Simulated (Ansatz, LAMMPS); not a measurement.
# Convergence of a linear-scaling basis for aqueous Li+ and Br-, 6.2 mol of salt per kg of water at 280 K (203 atoms), part 2 of 2

Aim: test how closely localised support functions follow the reference on aqueous Li+ and Br-, 6.2 mol of salt per kg of water at 280 K (203 atoms), and at what cost. A setting counts as converged where the r.m.s. difference of forces stays under 1 % of the r.m.s. force.

Ansatz 0.2.0; Kohn-Sham DFT, PBE+D3(BJ), PAW (set soft_2), plane waves.

The cell: 63 O, 126 H, 7 Li and 7 Br. The network of contacts between molecules at the start is that of the classical potential that made the cell. The density was typed from a rule of thumb and may lie off the real one at this temperature. The Brillouin zone is sampled at Γ only, in a cell whose shortest periodic width is 13 Å.

So far: The starting structure; The classical run that made the cell; Plane-wave single point.

## 4. Structure statistics

Bonds and neighbours are counted at the geometry of the runs.

Density 1.33 g/cm³, 10.69 Å³ an atom.

g(r), total and by pair (bins of 0.2 Å):

| r (Å) | total | H-H | H-O | H-Br | H-Li | O-O | O-Br |
| --- | --- | --- | --- | --- | --- | --- | --- |
| 0.90 | 2.91 | 0.00 | 7.55 | 0.00 | 0.00 | 0.00 | 0.00 |
| 1.10 | 2.39 | 0.00 | 6.20 | 0.00 | 0.00 | 0.00 | 0.00 |
| 1.30 | 0.00 | 0.00 | 0.00 | 0.00 | 0.00 | 0.00 | 0.00 |
| 1.50 | 0.00 | 0.00 | 0.00 | 0.00 | 0.00 | 0.00 | 0.00 |
| 1.70 | 1.39 | 2.60 | 1.02 | 0.00 | 0.00 | 0.00 | 0.00 |
| 1.90 | 0.55 | 0.18 | 0.83 | 0.00 | 0.00 | 0.00 | 0.00 |
| 2.10 | 0.61 | 0.80 | 0.40 | 1.03 | 0.00 | 0.00 | 0.00 |
| 2.30 | 0.66 | 1.17 | 0.14 | 3.18 | 0.36 | 0.00 | 0.00 |
| 2.50 | 0.74 | 1.04 | 0.17 | 2.40 | 3.27 | 0.13 | 0.00 |
| 2.70 | 0.92 | 0.91 | 0.40 | 1.09 | 3.57 | 2.23 | 0.00 |
| 2.90 | 0.78 | 0.84 | 0.67 | 0.11 | 0.94 | 1.54 | 0.00 |
| 3.10 | 1.04 | 0.72 | 1.48 | 0.00 | 0.31 | 1.59 | 1.18 |
| 3.30 | 1.24 | 0.88 | 1.66 | 0.62 | 0.35 | 1.44 | 3.82 |
| 3.50 | 1.06 | 0.94 | 1.25 | 0.72 | 0.23 | 1.11 | 2.91 |
| 3.70 | 1.13 | 1.10 | 1.25 | 1.56 | 0.86 | 0.92 | 1.01 |
| 3.90 | 1.16 | 1.21 | 1.27 | 1.23 | 1.21 | 0.78 | 0.12 |
| 4.10 | 1.04 | 1.21 | 0.98 | 1.04 | 1.05 | 0.70 | 0.11 |
| 4.30 | 1.07 | 1.17 | 0.89 | 1.01 | 1.11 | 1.34 | 0.75 |
| 4.50 | 1.02 | 1.04 | 0.93 | 1.16 | 1.29 | 1.01 | 1.26 |
| 4.70 | 0.98 | 0.98 | 0.89 | 1.10 | 1.38 | 0.85 | 1.23 |
| 4.90 | 0.92 | 0.89 | 0.87 | 0.98 | 1.42 | 0.85 | 1.15 |
| 5.10 | 0.96 | 0.94 | 0.99 | 0.91 | 1.40 | 0.75 | 1.35 |
| 5.30 | 1.03 | 0.96 | 1.02 | 1.25 | 0.97 | 1.13 | 1.60 |
| 5.50 | 0.96 | 0.99 | 0.93 | 0.91 | 0.61 | 1.00 | 1.50 |
| 5.70 | 0.92 | 0.88 | 0.97 | 1.32 | 0.76 | 0.94 | 0.61 |
| 5.90 | 0.99 | 1.01 | 0.99 | 0.99 | 0.81 | 1.15 | 0.79 |
| 6.10 | 0.96 | 0.91 | 1.03 | 0.90 | 0.89 | 1.00 | 1.05 |
| 6.30 | 1.00 | 1.05 | 1.01 | 1.01 | 0.94 | 0.93 | 0.84 |

Bonds by pair of elements; cutoffs follow the first minimum of g(r), held within bounds set by covalent radii, and pairs that aren't listed don't count as bonded:

| pair A-B | cutoff (Å) | bonds | mean length (Å) | spread (Å) | shortest (Å) | B about A | A about B |
| --- | --- | --- | --- | --- | --- | --- | --- |
| H-O | 1.21 | 126 | 1 | 0 | 1 | 1 | 2 |
| O-Li | 2.33 | 26 | 1.99 | 0.052 | 1.89 | 0.413 | 3.71 |
| Br-Li | 2.98 | 2 | 2.57 | 0.017 | 2.56 | 0.286 | 0.286 |

How many atoms have how many bonded neighbours:

| element | mean | 0 | 1 | 2 | 3 | 4 |
| --- | --- | --- | --- | --- | --- | --- |
| Br | 0.286 | 5 | 2 | 0 | 0 | 0 |
| H | 1 | 0 | 126 | 0 | 0 | 0 |
| Li | 4 | 0 | 0 | 0 | 0 | 7 |
| O | 2.41 | 0 | 0 | 37 | 26 | 0 |

Bond angles, per cent of each kind in bins of 5°:

| angle (°) | H-O-H | H-O-Li | O-Li-O |
| --- | --- | --- | --- |
| 90–95 | 0.0 | 0.0 | 5.4 |
| 95–100 | 0.0 | 3.9 | 13.5 |
| 100–105 | 0.0 | 5.8 | 21.6 |
| 105–110 | 100.0 | 11.5 | 10.8 |
| 110–115 | 0.0 | 15.4 | 21.6 |
| 115–120 | 0.0 | 9.6 | 16.2 |
| 120–125 | 0.0 | 13.5 | 5.4 |
| 125–130 | 0.0 | 11.5 | 2.7 |
| 130–135 | 0.0 | 15.4 | 0.0 |
| 135–140 | 0.0 | 3.9 | 2.7 |
| 140–145 | 0.0 | 7.7 | 0.0 |
| 145–150 | 0.0 | 0.0 | 0.0 |
| 150–155 | 0.0 | 1.9 | 0.0 |

Bond angles (no mean is given where the spread exceeds 20°):

| angle | count | mean (°) | spread (°) |
| --- | --- | --- | --- |
| H-O-H | 63 | 110 | 0 |
| H-O-Li | 52 | 121 | 13 |
| O-Li-O | 37 | 109 | 9.7 |
| Br-Li-O | 4 | 107 | 3.7 |
| Br-Li-Br | 1 | 114 | 0 |

Hydrogen bonds between water molecules (O–O under 3.5 Å, H–O···O angle under 30°):

| hydrogen bonds to other water | molecules |
| --- | --- |
| 0 | 3 |
| 1 | 14 |
| 2 | 16 |
| 3 | 20 |
| 4 | 6 |
| 5 | 4 |

First shells of the ions:

| ion | count | shell | mean number |
| --- | --- | --- | --- |
| Li | 7 | water O within 2.7 A | 3.86 |

Bond length by coordination (bonds to H left out):

| element | coordination | atoms | mean bond length (Å) |
| --- | --- | --- | --- |
| Br | 1 | 2 | 2.57 |
| O | 3 | 26 | 1.99 |

Counting bonds as in the table, 71 % of Br atoms have 0, all H atoms have 1, all Li atoms have 4 and 59 % of O atoms have 2 bonded neighbours. The 63 water molecules hold 2.38 hydrogen bonds each to other water on average, with a mean O–O distance of 2.84 Å. Ion shells in this frame: Li 3.9 (water O within 2.7 Å).

A closer look about H29, which bears the longest force: 13 atoms, nearest first, numbered in the order of the input, with positions taken from that point.

| atom | x | y | z | distance (Å) | bonds | Löwdin charge (e) | Fx | Fy | Fz (eV/Å) |
| --- | --- | --- | --- | --- | --- | --- | --- | --- | --- |
| H29 | 0.00 | 0.00 | 0.00 | 0.00 | 1 | 0.40 | 0.05 | 0.90 | -1.20 |
| O28 | 0.42 | 0.33 | -0.84 | 1.00 | 3 | -0.72 | -0.01 | 0.30 | 0.28 |
| H30 | -0.11 | 1.10 | -1.20 | 1.63 | 1 | 0.40 | 0.27 | -0.76 | 0.57 |
| O79 | -1.74 | 0.28 | 0.92 | 1.98 | 2 | -0.69 | -0.80 | 0.17 | 0.29 |
| H80 | -1.41 | 0.83 | 1.69 | 2.35 | 1 | 0.39 | -0.67 | -0.43 | -1.04 |
| H150 | -2.09 | -0.99 | -0.66 | 2.41 | 1 | 0.41 | 0.14 | -0.86 | -0.77 |
| Li194 | 2.39 | 0.70 | -1.14 | 2.74 | 4 | 0.78 | -0.04 | -0.02 | 0.05 |
| H113 | 0.86 | -1.24 | 2.32 | 2.77 | 1 | 0.39 | -0.50 | 0.45 | 0.86 |
| H81 | -2.68 | 0.53 | 0.71 | 2.83 | 1 | 0.38 | 1.10 | 0.24 | 0.66 |
| O112 | 0.29 | -0.64 | 2.88 | 2.97 | 2 | -0.69 | -0.38 | -0.77 | 0.40 |
| O148 | -2.10 | -1.47 | -1.53 | 2.99 | 2 | -0.65 | -0.03 | -0.98 | 0.40 |
| H108 | -0.28 | 1.07 | 3.25 | 3.44 | 1 | 0.39 | 0.53 | 0.86 | -0.08 |
| H129 | -0.73 | -1.83 | -2.85 | 3.47 | 1 | 0.39 | 0.79 | 0.60 | -0.60 |

The column of bonds counts only the pairs H-O within 1.21 Å, O-Li within 2.33 Å, Br-Li within 2.98 Å; other neighbours, such as metal atoms beside each other in a compound, aren't counted, and periodic images can show an atom twice.

## 5. Support functions medium

With localised support functions most steps grow linearly with size, though the diagonalisation grows faster unless the density matrix is cut; this run measures error and cost at this size. Besides, the program derives a nominal cutoff of 464 eV for this run, against the reference's 420.

This step: Kohn-Sham DFT, PBE+D3(BJ), PAW (set soft_2), localised support functions (medium) (Ansatz 0.2.0).

Contents of input.yaml:

```yaml
crystal:
  lattice:
    - [12.94548, 0.0, 0.0]
    - [0.0, 12.94548, 0.0]
    - [0.0, 0.0, 12.94548]
  atoms:
    [... the 203 atom lines of step 3 ...]
kpoints:
  mp_grid: { grid: [1, 1, 1] }
hamiltonian:
  xc: pbe
  dispersion: d3bj
scf:
  occupations: { method: fixed }
  eigensolver: { kind: { support_functions: { accuracy: medium } } }
  max_iter: 150
output:
  forces: true
  eigenvalues: true
```

Command:

```bash
> ansatz run input.yaml --threads 8 --pin off --max-ram 15872MiB --backend cpu --events-out ev --progress --plain --runs-dir out
```

Numbers of over 12 decimals in the logs are rounded to 6 here.

The program printed:

```text
Warning: scf.eigensolver.kind.support_functions: disabling space-group detection — the functions' gradient is summed over unrotated k-points, so no spatial operation reduces the k-mesh or symmetrises the density; time reversal is kept, so that k and −k are solved as one point where they differ and the mesh holds both, and exact exchange and, on two spinor components, a DFT+U term hold to it where the run has them: [...]
Warning: basis.ecutwfc = 464 eV, auto-derived: no grid that the accuracy of the support functions lays serves the files at the lower one that their records recommend; a deck with other species or settings can derive another value
settings of this run that can trade accuracy for cost: scf.eigensolver.kind.support_functions [...]
[...]
Crystal: 203 atoms, lattice volume = 2169.474 Å³
Basis set: ecut = 464 eV, 49173 PW (Γ), exchange–correlation on 192×192×192 points (8 copies of the dense FFT grid, shifted against one another)
Bands: 345, of which v1, the nominal top of the filled ones, is band 287 counted from 1 (286 counted from 0)
Symmetry: 1 space group operations
k-points: 1
[...]
SCF iter   1: F=—  HF=-58715.285465 eV  |F-HF|=—  |Δ(HF+E_count)|=         —  Δρ=8.76e-2  dr2=1.45e2  ethr=1.00e-1
[...]
SCF iter  11: F=—  HF=-58723.777550 eV  |F-HF|=—  |Δ(HF+E_count)|=   2.37e-3  Δρ=1.45e-5  dr2=1.05e-5  ethr=1.26e-8  κ⁻¹=1.5e-5(r=7)
SCF iter  12: F=-58723.779330 eV  HF=-58723.779330 eV  |F-HF|=4.90e-8  |Δ(HF+E_count)|=   1.78e-3  Δρ=7.24e-6  dr2=2.61e-6  ethr=1.82e-9
SCF 1 converged in 12 iterations: F = -58723.797166 eV  dr2 = 2.61e-6
[...]
SCF converged after 12 iterations
Stability not checked: this state was not tested for a lower state beside it, because the mixer in use, unlike msr1, does not test its closes by its own steps (another_mixer; see scf.mixing.algorithm and scf.lower_state_search)
Free energy (F): -58723.797166 eV
[...]
Internal energy: -58723.797166 eV  (E = F + TS)
E sigma→0 (E₀):  -58723.797166 eV
Fermi energy:    -1.498015 eV
[...]
Σ components = -58723.797166   (vs F -58723.797166, Δ=0.00e0)
--- Forces (eV/Å), atoms counted from 1 ---
  atom   1  O      0.32270348    -0.55215085     0.57309148
  atom   2  H     -0.20682545     0.63724363    -0.41091770
  atom   3  H     -0.04476699    -0.54379275    -0.02707464
  atom   4  O     -0.19970783    -0.18326423    -0.56577056
[...]
atom 203  Br    -0.11763263     0.25053953     0.21142103
  max |Σ_I F_I| component: 4.27e-3 eV/Å
--- Band table (eV) ---
[...]
```

It took 70 s on 8 threads of Arm Neoverse V2, shared host; peak memory 4.9 GiB; 9 min of CPU time.

The program notes that the band table was not solved further than the SCF left it and it switched symmetry off.

Keys that differ from the reference: support_functions.accuracy = "medium" and scf.max_iter = 150.

Forces differ from the reference by 12 meV/Å r.m.s., 2.3 % of their size, over a tolerance of 1 %; the energy by -5.5 meV/atom. It took 70 s and 12 cycles; the reference's time can't be set against it, since the two runs asked for unlike analyses.

## 6. Cost against change

Each row is set against the plane-wave reference (Kohn-Sham DFT, PBE+D3(BJ), PAW (set soft_2), plane waves; r.m.s. force component 0.513 eV/Å). Energies are set beside the reference only for runs with its functional, potentials and electron count. Times are for 8 threads of Arm Neoverse V2, shared host. The reference's time includes the DOS, the stress and grids, which some other runs skip.

| run | Δ force, r.m.s. (meV/Å) | share of r.m.s. force (%) | Δ energy (meV/atom) | Δ gap (eV) | cycles | time | host memory (GiB) |
| --- | --- | --- | --- | --- | --- | --- | --- |
| reference | - | - | - | - | 9 | 23 s | 3.1 |
| support functions medium | 11.9 | 2.33 | -5.50 | 0.0011 | 12 | 70 s | 4.9 |

## 7. Results

```json
{
 "free energy per atom": "-289.2743 eV/atom",
 "pressure": "-2.389 GPa",
 "r.m.s. force component": "0.5131 eV/Å",
 "gap (highest filled to lowest empty level)": "3.884 eV",
 "wall time of the 2 DFT runs": "93 s"
}
```

**Reading.** Against plane waves at 420 eV, the forces differ by 12 meV/Å (2.3 %) with support functions medium. At 203 atoms the run with support functions medium takes roughly 3.1 times the time of plane waves (whose run also made extra analyses, so the like-for-like ratio is larger), in 12 SCF cycles against 9. In energy the support functions at preset levels lie below plane waves at 420 eV. Their grid holds more waves than that cutoff, so part of the difference is likely the reference's own basis error.

Between filled and empty levels lie 3.88 eV (at Γ alone); a semilocal functional tends to put such gaps too low. In a disordered cell it changes from sample to sample and from frame to frame. Counting bonds as in the table, 71 % of Br atoms have 0, all H atoms have 1, all Li atoms have 4 and 59 % of O atoms have 2 bonded neighbours. The 63 water molecules hold 2.38 hydrogen bonds each to other water on average, with a mean O–O distance of 2.84 Å.

**Limits.** The force components of 0.51 eV/Å r.m.s. reflect the temperature of the frame as well as the gap between the generating potential and DFT, above all in bond lengths inside molecules. The pressure of -2.4 GPa is that of one thermal frame, in which the classical model's bond lengths enter as well as the volume, without the kinetic term and with the strain of bonds inside molecules.

[Logs are printed without paths, hosts, clocks, repeated set-up lines and the standing remarks that a program may print on its own settings, such as how far it seeks lower states.]

[Hosts, paths, dates, database ids (printed as entryN), source tags and the programs' standing remarks are cut or masked in the printed files.]
